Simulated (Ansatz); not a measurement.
# HfSi (model cell, started as CsCl type): following an unstable mode, part 3 of 3

Which phase does HfSi (model cell, started as CsCl type) fall into along its unstable mode, and how much energy does it gain?

Ansatz 0.2.0; DFT LDA, scalar-relativistic, plane waves, PAW.

So far. Step 5 (Energy along the mode, all amplitudes (two of the runs …): The lowest of the steps tried is at 0.22 Å, 19.6 meV/atom below the parent; the bottom of the well need not coincide with a step. Step 7 (The new phase in its own primitive cell): The largest force component left is 0.72 meV/Å and the pressure is -0.001 GPa, within the tolerances set. The cell now holds 16.19 Å³/atom. The relaxed cell has a, b, c = 6.032, 7.505, 2.861 Å (conventional setting).

The structure was built from a prototype and need not be the compound's stable phase.

## Step 8: Modes of the new phase, k-mesh 10×10×14

A relaxed structure may still be a saddle point, so its zone-centre modes are computed. No field response is asked, since the mesh shows no gap.

Input file input.yaml:

```yaml
crystal:
  lattice:
    - [3.0161036508, -3.7524654841, 0.0]
    - [3.0161036508, 3.7524654841, 0.0]
    - [0.0, 0.0, 2.8606484911]
  atoms:
    - { symbol: Hf, position: [0.2132500783, 0.7867499217, 0.0] }
    - { symbol: Hf, position: [0.7867499217, 0.2132500783, 0.0] }
    - { symbol: Si, position: [0.2958112776, 0.2958112776, 0.5] }
    - { symbol: Si, position: [0.7041887224, 0.7041887224, 0.5] }
kpoints:
  mp_grid: { grid: [10, 10, 14] }
hamiltonian:
  xc: lda
scf:
  occupations: { method: methfessel_paxton, width: 0.2 }
output:
  eigenvalues: true
phonons:
  method: dfpt
```

Run with:

```sh
$ ansatz run input.yaml --threads 4 --pin off --max-ram 7168MiB --backend cpu --events-out ev --progress --plain --runs-dir out
```

Numbers of over 12 decimals in the logs are rounded to 6 here.

Output:

```text
zone centre: on kpoints.mp_grid the ground state, and the responses unless they are solved on pairs of k-points, stand on 416 of the mesh's 1400 k-points, reduced under 2 symmetry operations, with k and −k counted as one. Each operation leaves every solved displacement unchanged or reverses it
[...]
Crystal: 4 atoms, lattice volume = 64.753 Å³
Basis set: ecut = 420 eV, 1275 PW (Γ), exchange–correlation on 72×72×40 points (8 copies of the dense FFT grid, shifted against one another)
Bands: 36, of which v1, the nominal top of the filled ones, is band 30 counted from 1 (29 counted from 0)
Symmetry: 8 space group operations
k-points: 416 of 1400 (irreducible under 2 space group operations, time reversal used)
[...]
SCF iter   1: F=—  HF=-32173.213554 eV  |F-HF|=—  |Δ(HF+E_count)|=         —  Δρ=6.71e-3  dr2=2.34e-2  ethr=1.77e-3  ⟨swp⟩=5.3  Hψ=53145  notcnv=0
[...]
SCF iter  10: F=-32173.208117 eV  HF=-32173.208117 eV  |F-HF|=7.28e-12  |Δ(HF+E_count)|=  1.24e-10  S|Δr|=    0.00e0  Δρ=7.89e-8  dr2=6.24e-12  ethr=1.00e-12  ⟨swp⟩=7.7  Hψ=86149  notcnv=0
SCF 1 converged in 10 iterations: F = -32173.208117 eV  dr2 = 6.24e-12
[...]
DFPT response loops at Γ: preconditioner auto → Kerker (q_TF=auto, 2.694 Å⁻¹) (partly filled bands, converged f_vac=0.000); β = 1.00, the filter's whole step (`scf.mixing.beta` (0.50) is not read by the response loops under this deck's `scf.mixing.preconditioner`; to damp them name `kerker` or `kerker_dos`, under which they read `scf.mixing.beta`, and type it under 1.00, their step now; both keys bind the ground state too); Broyden in place of MSR1
SCF converged after 10 iterations
[...]
Free energy (F): -32173.208117 eV
[...]
Internal energy: -32173.209776 eV  (E = F + TS)
E sigma→0 (E₀):  -32173.208532 eV
Entropy (-TS):   0.001659 eV (0.415 meV/atom)
Fermi energy:    18.533440 eV
[...]
--- Band table (eV; the first three rows and the last of 416) ---
  k-point 0: bands = [... 26 lower, 15.8133, 16.1300, 16.5685, 16.7976, 21.4021, 21.7144, 21.7432, 22.0964, ... 2 higher]
  k-point 1: bands = [... 26 lower, 15.7136, 16.1868, 16.6261, 16.9056, 21.1884, 21.5631, 21.8020, 21.9836, ... 2 higher]
  k-point 2: bands = [... 26 lower, 15.7620, 16.3155, 16.7071, 17.3584, 20.8481, 20.9827, 21.0599, 21.2007, ... 2 higher]
  k-point 415: bands = [... 26 lower, 15.5949, 15.6228, 16.1959, 17.0388, 18.8344, 19.0484, 19.4998, 20.5297, ... 2 higher]
--- Phonons (Γ-DFPT): 6 representative perturbations + reference, on 416 of 1400 k-points (Σ response iterations 20) ---
  k mesh reduced under 2 symmetry operations, with k and −k counted as one. Each operation leaves every solved displacement unchanged or reverses it
  ASR residual: 2.504e-5 → 0.000e0 eV/Å²; symmetrization residual: 8.313e-7 eV/Å²
  ASR residual per site (eV/Å²): 2.35e-5 2.35e-5 2.50e-5 2.50e-5
  Γ frequencies (cm⁻¹): -38.24 0.00 0.00 0.00 100.77 129.34 164.98 172.67 225.17 294.68 305.72 372.64
  non-analytic LO–TO correction: not included (Born effective charges unavailable; polar crystals: no LO–TO splitting at Γ)
```

Run time: 3.2 min. Hardware: 4 threads of Arm Neoverse V2, shared host; peak memory 3.1 GiB; 12 min of CPU time.

Numbers from this step:

| Item | Value |
| --- | --- |
| sum-rule residual before enforcement | 2.50e-5 eV/Å² |
| point group | mmm |
| highest optical mode at the zone centre (no LO-TO term) | 372.6 cm⁻¹ |
| lowest optical zone-centre mode | -38.24 cm⁻¹ |

Patterns of degenerate modes are one choice out of their space. The modes at Γ (shares of kinetic energy by element, %) (negative means imaginary):

```tsv
mode	frequency (cm⁻¹)	symmetry	Hf %	Si %
1	-38.2	B3g	100	0
2	0.0	acoustic	86	14
3	0.0	acoustic	86	14
4	0.0	acoustic	86	14
5	100.8	Ag	96	4
6	129.3	B1g	91	9
7	165.0	B1u	14	86
8	172.7	B2g	0	100
9	225.2	B3u	14	86
10	294.7	B2u	14	86
11	305.7	B1g	9	91
12	372.6	Ag	4	96
```

Displacements in mode 1 (-38.2 cm⁻¹), the largest set to 1:
```
Hf1  0.00  0.00 -1.00
Hf2  0.00  0.00  1.00
Si3  0.00  0.00  0.00
Si4  0.00  0.00  0.00
```

Displacements in mode 7 (165.0 cm⁻¹), the largest set to 1:
```
Hf1  0.00  0.00 -0.16
Hf2  0.00  0.00 -0.16
Si3  0.00  0.00  1.00
Si4  0.00  0.00  1.00
```

Before it was imposed, the acoustic sum rule was missed by 2.5e-5 eV/Å². Small misses are needed for a sound result but don't prove that mesh and cutoff are converged. The lowest optical mode is imaginary, 38.2i cm⁻¹, so the energy falls along it.

## Step 9: Outcome

```
unstable mode of the parent                                                      : q = (0, -0.5, -0.5), 89i cm⁻¹
depth at the lowest point sampled                                                : 19.6 meV/atom
largest atomic shift at that point                                               : 0.22 Å
space group reached (within 0.01 Å)                                              : Cmmm
energy gained over the parent (first relaxation, on the mesh of the frozen mode) : 226 meV/atom
volume per atom, phase reached                                                   : 16.2 Å³
lowest optical zone-centre mode, phase reached                                   : -38.2 cm⁻¹
highest optical mode at the zone centre (no LO-TO term), phase reached           : 373 cm⁻¹
```

In words: Along this mode the structure falls into Cmmm, 226 meV/atom below the parent. At the parent's cell the well is 19.61 meV/atom deep on the steps tried, with its lowest point at a shift of 0.22 Å. Relaxing atoms and cell changes the gain by +206.06 meV/atom against the lowest step (energies at zero smearing). Most of the total comes from this relaxation. The new phase still has an imaginary mode at the zone centre of its cell, so it is a saddle point on the way to a lower structure. Of the 4 patterns followed to their end from this parent, this one reaches the lowest energy. Each path keeps the symmetry of its pattern, so a lower phase may lie along a pattern not tried. With no gap, or one that is small against the smearing, the frequencies hang on the k mesh and the smearing, most of all near Kohn anomalies. Spin-orbit coupling is left out, which can matter for the heavy elements here. The starting cell was built on a prototype and not taken from a measurement, so the phase need not exist.

[Logs are printed without paths, hosts, clocks, repeated set-up lines and the standing remarks that a program may print on its own settings, such as how far it seeks lower states.]

[Hosts, paths, dates, database ids (printed as entryN), source tags and the programs' standing remarks are cut or masked in the printed files.]
